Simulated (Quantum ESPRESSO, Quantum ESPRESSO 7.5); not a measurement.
**1T-HfO2, 1 layer, stepped through the share of short-range exact exchange**

What law, if any, do the results for 1T-HfO2, 1 layer follow against the share of short-range exact exchange?

Method: plane-wave DFT, PBE, SG15 norm-conserving pseudopotentials (geometry by pw.x at PBE, GBRV ultrasoft), in Quantum ESPRESSO 7.5.

## 1. The starting structure

The cell holds 3 atoms: 2 O and 1 Hf. Cell: a = 3.240 Å, b = 3.240 Å, c = 17.519 Å, α = 90.0°, β = 90.0°, γ = 120.0°. It derives from HfO2. Vacuum lies along c.

Set-up: Cell and atoms are relaxed under PBE (GBRV files) and held. Screened hybrids with norm-conserving files, screening 0.106 per bohr, fixed occupations, a 9×9×1 mesh with exchange on 3×3×1 q points. Levels count from the potential in the middle of the vacuum.

Members 0.15, 0.2 and 0.25 took the same steps and show in the table alone.

This sheet is a model structure: its symmetry is held, and its stability is not tested here.

## 2. Variable-cell relaxation of the reference

What the set-up leaves free in this member is relaxed.

File ref.relax.in:

```
&control
  prefix = 'ref.relax'
  outdir = './out'
  pseudo_dir = './pseudo'
  nstep = 80
  forc_conv_thr = 0.0004
  calculation = 'vc-relax'
  etot_conv_thr = 1e-06
/
&system
  ibrav = 0
  nat = 3
  ntyp = 2
  ecutwfc = 50
  ecutrho = 250
  occupations = 'smearing'
  smearing = 'fd'
  degauss = 0.004
/
&electrons
  conv_thr = 1e-09
  mixing_beta = 0.4
  electron_maxstep = 120
  mixing_mode = 'plain'
/
&ions
/
&cell
  cell_dofree = '2Dxy'
  press_conv_thr = 0.3
/
ATOMIC_SPECIES
  O   15.9990  o_pbe_v1.2.uspp.F.UPF
  Hf  178.4900  hf_pbe_v1.uspp.F.UPF
CELL_PARAMETERS angstrom
  3.24000000000000 0.00000000000000 0.00000000000000
  -1.62000000000000 2.80592230826158 0.00000000000000
  0.00000000000000 0.00000000000000 17.51859087586690
ATOMIC_POSITIONS crystal
  O   0.666666666700 0.333333333300 0.428116624970
  Hf  0.000000000000 0.000000000000 0.500000000000
  O   0.333333333300 0.666666666700 0.571883375030
K_POINTS automatic
  12 12 1 0 0 0
```

Command:

```
$ OMP_NUM_THREADS=1 mpirun -n 4 pw.x -nk 4 -in ref.relax.in > ref.relax.out
```

Log:

```text
Program PWSCF v.7.5 starts
[citation notice left out]

     Parallel version (MPI & OpenMP), running on       4 processor cores
     Number of MPI processes:                 4
     Threads/MPI process:                     1

     MPI processes distributed on     1 nodes
[...]
Current dimensions of program PWSCF are:
     Max number of different atomic species (ntypx) = 10
     Max number of k-points (npk) =  40000
     Max angular momentum in pseudopotentials (lmaxx) =  4
     Message from routine setup:
     using ibrav=0 with symmetry is DISCOURAGED, use correct ibrav instead

     K-points division:     npool     =       4
     Subspace diagonalization in iterative solution of the eigenvalue problem:
     a serial algorithm will be used

     G-vector sticks info
     --------------------
     sticks:   dense  smooth     PW     G-vecs:    dense   smooth      PW
     Sum         649     511    151                71867    51359    8499

     Using Slab Decomposition

     bravais-lattice index     =            0
     lattice parameter (alat)  =       6.1227  a.u.
     unit-cell volume          =    1074.7722 (a.u.)^3
     number of atoms/cell      =            3
     number of atomic types    =            2
     number of electrons       =        24.00
     number of Kohn-Sham states=           16
     kinetic-energy cutoff     =      50.0000  Ry
     charge density cutoff     =     250.0000  Ry
     scf convergence threshold =      1.0E-09
     mixing beta               =       0.4000
     number of iterations used =            8  plain     mixing
     energy convergence thresh.=      1.0E-06
     force convergence thresh. =      4.0E-04
     press convergence thresh. =      3.0E-01
     Exchange-correlation= SLA  PW   PBE  PBE
                           (   1   4   3   4   0   0   0)
     nstep                     =           80

     celldm(1)=   6.122713  celldm(2)=   0.000000  celldm(3)=   0.000000
     celldm(4)=   0.000000  celldm(5)=   0.000000  celldm(6)=   0.000000

     crystal axes: (cart. coord. in units of alat)
               a(1) = (   1.000000   0.000000   0.000000 )
               a(2) = (  -0.500000   0.866025   0.000000 )
               a(3) = (   0.000000   0.000000   5.406972 )

     reciprocal axes: (cart. coord. in units 2 pi/alat)
               b(1) = (  1.000000  0.577350 -0.000000 )
               b(2) = (  0.000000  1.154701  0.000000 )
               b(3) = (  0.000000 -0.000000  0.184946 )

     PseudoPot. # 1 for O  read from file:
     ./pseudo/o_pbe_v1.2.uspp.F.UPF
     Pseudo is Ultrasoft + core correction, Zval =  6.0
     Generated by new atomic code, or converted to UPF format
     Using radial grid of  737 points,  5 beta functions with:
                l(1) =   0
                l(2) =   0
                l(3) =   1
                l(4) =   1
                l(5) =   2
     Q(r) pseudized with  8 coefficients,  rinner =    0.900   0.900   0.900
                                                       0.900   0.900

     PseudoPot. # 2 for Hf read from file:
     ./pseudo/hf_pbe_v1.uspp.F.UPF
     Pseudo is Ultrasoft + core correction, Zval = 12.0
     Generated by new atomic code, or converted to UPF format
     Using radial grid of  921 points,  8 beta functions with:
                l(1) =   0
                l(2) =   0
                l(3) =   0
                l(4) =   1
                l(5) =   1
                l(6) =   2
                l(7) =   2
                l(8) =   3
     Q(r) pseudized with  6 coefficients,  rinner =    1.200   1.200   1.200
                                                       1.200   1.200   1.200
                                                       1.200

     atomic species   valence    mass     pseudopotential
     O                 6.00    15.99900     O ( 1.00)
     Hf               12.00   178.49000     Hf( 1.00)

     12 Sym. Ops., with inversion, found

   Cartesian axes

     site n.     atom                  positions (alat units)
         1        O      tau(   1) = (   0.5000000   0.2886751   2.3148148  )
         2        Hf     tau(   2) = (   0.0000000   0.0000000   2.7034862  )
         3        O      tau(   3) = (  -0.0000000   0.5773503   3.0921577  )

     number of k points=    19  Fermi-Dirac smearing, width (Ry)=  0.0040
                       cart. coord. in units 2pi/alat
        k(    1) = (   0.0000000   0.0000000   0.0000000), wk =   0.0138889
        k(    2) = (   0.0000000   0.0962250   0.0000000), wk =   0.0833333
        k(    3) = (   0.0000000   0.1924501   0.0000000), wk =   0.0833333
        k(    4) = (   0.0000000   0.2886751   0.0000000), wk =   0.0833333
        k(    5) = (   0.0000000   0.3849002   0.0000000), wk =   0.0833333
        k(    6) = (   0.0000000   0.4811252   0.0000000), wk =   0.0833333
        k(    7) = (   0.0000000  -0.5773503   0.0000000), wk =   0.0416667
        k(    8) = (   0.0833333   0.1443376   0.0000000), wk =   0.0833333
        k(    9) = (   0.0833333   0.2405626   0.0000000), wk =   0.1666667
        k(   10) = (   0.0833333   0.3367877   0.0000000), wk =   0.1666667
[...]
k(   19) = (   0.3333333   0.5773503   0.0000000), wk =   0.0277778

     Dense  grid:    71867 G-vectors     FFT dimensions: (  32,  32, 180)

     Smooth grid:    51359 G-vectors     FFT dimensions: (  27,  27, 150)

     Estimated max dynamical RAM per process >     182.69 MB

     Estimated total dynamical RAM >     678.14 MB

     Check: negative core charge=   -0.000007

     Initial potential from superposition of free atoms

     starting charge      22.0000, renormalised to      24.0000

     negative rho (up, down):  1.206E-01 0.000E+00
     Starting wfcs are   21 randomized atomic wfcs

     total cpu time spent up to now is        1.3 secs

     per-process dynamical memory:    68.4 Mb

     Self-consistent Calculation

     iteration #  1     ecut=    50.00 Ry     beta= 0.40
     Davidson diagonalization with overlap
     ethr =  1.00E-02,  avg # of iterations =  4.8

     negative rho (up, down):  1.166E-01 0.000E+00

     total cpu time spent up to now is        2.4 secs

     total energy              =    -223.83160725 Ry
     estimated scf accuracy    <       1.00982126 Ry

     iteration #  2     ecut=    50.00 Ry     beta= 0.40
[...]
negative rho (up, down):  1.161E-01 0.000E+00

[...]
total energy              =    -223.88469653 Ry
     estimated scf accuracy    <       0.28542024 Ry

     iteration #  3     ecut=    50.00 Ry     beta= 0.40
[...]
smearing contrib. (-TS)   =      -0.00000000 Ry
     internal energy E=F+TS    =    -223.98846284 Ry

     The total energy is F=E-TS. E is the sum of the following terms:
     one-electron contribution =    -889.21902547 Ry
     hartree contribution      =     445.64517195 Ry
     xc contribution           =     -90.37766813 Ry
     ewald contribution        =     309.96305881 Ry

     convergence has been achieved in   8 iterations

     negative rho (up, down):  1.192E-01 0.000E+00

     Forces acting on atoms (cartesian axes, Ry/au):

     atom    1 type  1   force =     0.00000000    0.00000000    0.06007602
     atom    2 type  2   force =    -0.00000000    0.00000000    0.00000000
     atom    3 type  1   force =     0.00000000    0.00000000   -0.06007602

     Total force =     0.084960     Total SCF correction =     0.000077

     Computing stress (Cartesian axis) and pressure

     negative rho (up, down):  1.192E-01 0.000E+00
          total   stress  (Ry/bohr**3)                   (kbar)     P=      -13.17
  -0.00001693  -0.00000000   0.00000000           -2.49       -0.00        0.00
   0.00000000  -0.00001693   0.00000000            0.00       -2.49        0.00
  -0.00000000  -0.00000000  -0.00023478           -0.00       -0.00      -34.54

     Energy error            =      3.4E-02 Ry
     Gradient error          =      6.0E-02 Ry/Bohr
     Cell gradient error     =      2.5E+00 kbar

     number of scf cycles    =   3
     number of bfgs steps    =   2

     enthalpy           old  =    -223.9549343083 Ry
     enthalpy           new  =    -223.9884628423 Ry

     CASE: enthalpy          _new < enthalpy          _old

     new trust radius        =       0.1755978348 bohr
     new conv_thr            =       0.0000000010 Ry

     new unit-cell volume =   1038.35293 a.u.^3 (   153.86803 Ang^3 )
     density =      2.27158 g/cm^3

CELL_PARAMETERS (angstrom)
   3.184632287   0.000000000   0.000000000
  -1.592316143   2.757972462   0.000000000
   0.000000000   0.000000000  17.518590876

ATOMIC_POSITIONS (crystal)
O                0.6666666667        0.3333333333        0.4436483862
Hf               0.0000000000        0.0000000000        0.5000000000
O                0.3333333333        0.6666666667        0.5563516138

[...]
NEW-OLD atomic charge density approx. for the potential
     New effective cutoffs (rho, wfc):  258.09   51.73

     Check: negative core charge=   -0.000005

     negative rho (up, down):  1.203E-01 0.000E+00

     total cpu time spent up to now is       36.6 secs

     per-process dynamical memory:   105.8 Mb

[...]
!    total energy              =    -223.99779051 Ry
[...]
Total force =     0.008291     Total SCF correction =     0.000054
[...]
number of bfgs steps    =   3
[...]
new trust radius        =       0.0255659503 bohr
[...]
!    total energy              =    -223.99903220 Ry
[...]
Total force =     0.004374     Total SCF correction =     0.000019
[...]
number of bfgs steps    =   4
[...]
new trust radius        =       0.0281225453 bohr
[...]
!    total energy              =    -223.99996186 Ry
[...]
Total force =     0.007217     Total SCF correction =     0.000002
[...]
number of bfgs steps    =   5
[...]
new trust radius        =       0.0421838179 bohr
[...]
!    total energy              =    -224.00083784 Ry
[...]
Total force =     0.005658     Total SCF correction =     0.000007
[...]
number of bfgs steps    =   6
[...]
new trust radius        =       0.0287951547 bohr
[...]
!    total energy              =    -224.00104765 Ry
[...]
Total force =     0.001602     Total SCF correction =     0.000014
[...]
number of bfgs steps    =   7
[...]
new trust radius        =       0.0026945506 bohr
[...]
!    total energy              =    -224.00105100 Ry
[...]
Total force =     0.000448     Total SCF correction =     0.000007
[...]
number of bfgs steps    =   8
[...]
new trust radius        =       0.0007291572 bohr
[...]
!    total energy              =    -224.00105132 Ry
[...]
Total force =     0.000010     Total SCF correction =     0.000012
[...]
Self-consistent Calculation

     iteration #  1     ecut=    50.00 Ry     beta= 0.40
     Davidson diagonalization with overlap
     c_bands:  1 eigenvalues not converged
     c_bands:  1 eigenvalues not converged
     c_bands:  1 eigenvalues not converged
     c_bands:  2 eigenvalues not converged
     c_bands:  1 eigenvalues not converged
     ethr =  1.00E-06,  avg # of iterations = 19.8

     negative rho (up, down):  1.160E-01 0.000E+00

     total cpu time spent up to now is      109.0 secs

     total energy              =    -223.91624269 Ry
     estimated scf accuracy    <       1.04406142 Ry

[...]
iteration # 13     ecut=    50.00 Ry     beta= 0.40
[...]
negative rho (up, down):  1.188E-01 0.000E+00

[...]
End of self-consistent calculation

          k = 0.0000 0.0000 0.0000 (  6351 PWs)   bands (ev):

   -64.0245 -32.8981 -32.4387 -32.4387 -20.9407 -19.0743  -7.4798  -7.4798
    -7.1024  -4.5522  -4.1685  -4.1685   1.2741   1.6049   3.0250   3.1144

          k =-0.0000 0.0960 0.0000 (  6394 PWs)   bands (ev):

   -64.0221 -32.8869 -32.4966 -32.4488 -20.8305 -19.1439  -7.4458  -7.3948
    -7.0254  -4.5215  -4.3874  -4.2666   1.2644   1.4376   1.8172   3.1343

          k =-0.0000 0.1921 0.0000 (  6404 PWs)   bands (ev):

   -64.0156 -32.8567 -32.6497 -32.4763 -20.5387 -19.3203  -7.3491  -7.1644
    -6.8340  -5.1111  -4.4999  -4.1934   1.2069   1.8552   2.2531   3.4192

          k =-0.0000 0.2881 0.0000 (  6420 PWs)   bands (ev):

   -64.0066 -32.8639 -32.8007 -32.5135 -20.1981 -19.4921  -7.3017  -6.8630
    -6.6682  -5.5243  -4.7433  -4.0152   1.1476   2.3708   2.4564   3.7675

          k =-0.0000 0.3841 0.0000 (  6462 PWs)   bands (ev):

   -63.9977 -33.0479 -32.7648 -32.5504 -20.0984 -19.4085  -7.6174  -6.6017
    -6.4238  -5.3793  -4.8888  -4.0525   1.0930   2.3735   2.8360   4.3385

          k =-0.0000 0.4802 0.0000 (  6460 PWs)   bands (ev):

   -63.9911 -33.1824 -32.7328 -32.5772 -20.1953 -19.1667  -8.0187  -6.4617
    -6.0079  -5.1519  -4.9120  -4.2468   1.0273   2.2260   3.1501   5.1904

[...]
the Fermi energy is    -2.2095 ev

!    total energy              =    -224.00104533 Ry
     estimated scf accuracy    <          5.6E-12 Ry
     smearing contrib. (-TS)   =      -0.00000000 Ry
     internal energy E=F+TS    =    -224.00104533 Ry

     The total energy is F=E-TS. E is the sum of the following terms:
     one-electron contribution =    -888.49756762 Ry
     hartree contribution      =     445.52305925 Ry
     xc contribution           =     -90.45692147 Ry
     ewald contribution        =     309.43038452 Ry

     convergence has been achieved in  13 iterations

     negative rho (up, down):  1.188E-01 0.000E+00

     Forces acting on atoms (cartesian axes, Ry/au):

     atom    1 type  1   force =    -0.00000000   -0.00000000   -0.00000176
     atom    2 type  2   force =     0.00000000    0.00000000    0.00000000
     atom    3 type  1   force =     0.00000000   -0.00000000    0.00000176

     Total force =     0.000002     Total SCF correction =     0.000002
     SCF correction compared to forces is large: reduce conv_thr to get better values

     Computing stress (Cartesian axis) and pressure

     n
```

The job ended after 2.1 min (4 MPI ranks of Arm Neoverse V2, shared host; peak memory 0.92 GiB; 8.4 min of CPU time).

Step by step:

```csv
step,energy less that of the first step (eV),largest force (eV/Å),volume (Å³)
1,0.0000,4.1454,159.26
2,-0.6670,3.0423,156.98
3,-1.1232,1.5446,154.84
4,-1.2501,0.1507,153.87
5,-1.2670,0.0795,155.09
6,-1.2796,0.1312,156.44
7,-1.2916,0.1029,158.48
8,-1.2944,0.0291,159.88
9,-1.2945,0.0081,159.92
10,-1.2945,0.0002,159.91
11,-1.2944,0.0000,159.91
```

| cell as run | before | after | change |
| --- | --- | --- | --- |
| a (Å) | 3.240 | 3.247 | +0.2 % |
| b (Å) | 3.240 | 3.247 | +0.2 % |

The atoms that moved most (Å, along periodic axes as changes of fractional coordinates times the final cell, across vacuum about the mean position):

```csv
atom,dx,dy,dz,length
O3,0.000,0.000,-0.293,0.293
O1,0.000,0.000,0.293,0.293
```

Final coordinates:

```cif
data_structure
_symmetry_space_group_name_H-M 'P 1'
_symmetry_Int_Tables_number 1
_cell_length_a 3.2465
_cell_length_b 3.2465
_cell_length_c 17.5186
_cell_angle_alpha 90.000
_cell_angle_beta 90.000
_cell_angle_gamma 120.000
_cell_volume 159.91
loop_
_atom_site_label
_atom_site_type_symbol
_atom_site_fract_x
_atom_site_fract_y
_atom_site_fract_z
_atom_site_occupancy
O1 O 0.66667 0.33333 0.44485 1
Hf2 Hf 0.00000 0.00000 0.50000 1
O3 O 0.33333 0.66667 0.55515 1
```

 The last row is no step: it is a fresh SCF in the final cell with a new plane-wave basis, +0 meV from the row before.

Numbers from this step:

| Item | Value |
| --- | --- |
| free energy | -3047.6895 eV |
| Fermi energy | -2.209 eV |

[end of part 1 of 3]

[Logs are printed without paths, hosts, clocks, repeated set-up lines and the standing remarks that a program may print on its own settings, such as how far it seeks lower states.]

[Hosts, paths, dates, database ids (printed as entryN), source tags and the programs' standing remarks are cut or masked in the printed files.]

[Maps of the electrostatic potential energy from Ansatz leave out the sawtooth potential of an applied field or a dipole correction, so their vacuum need not be flat; planar profiles and work functions include it.]
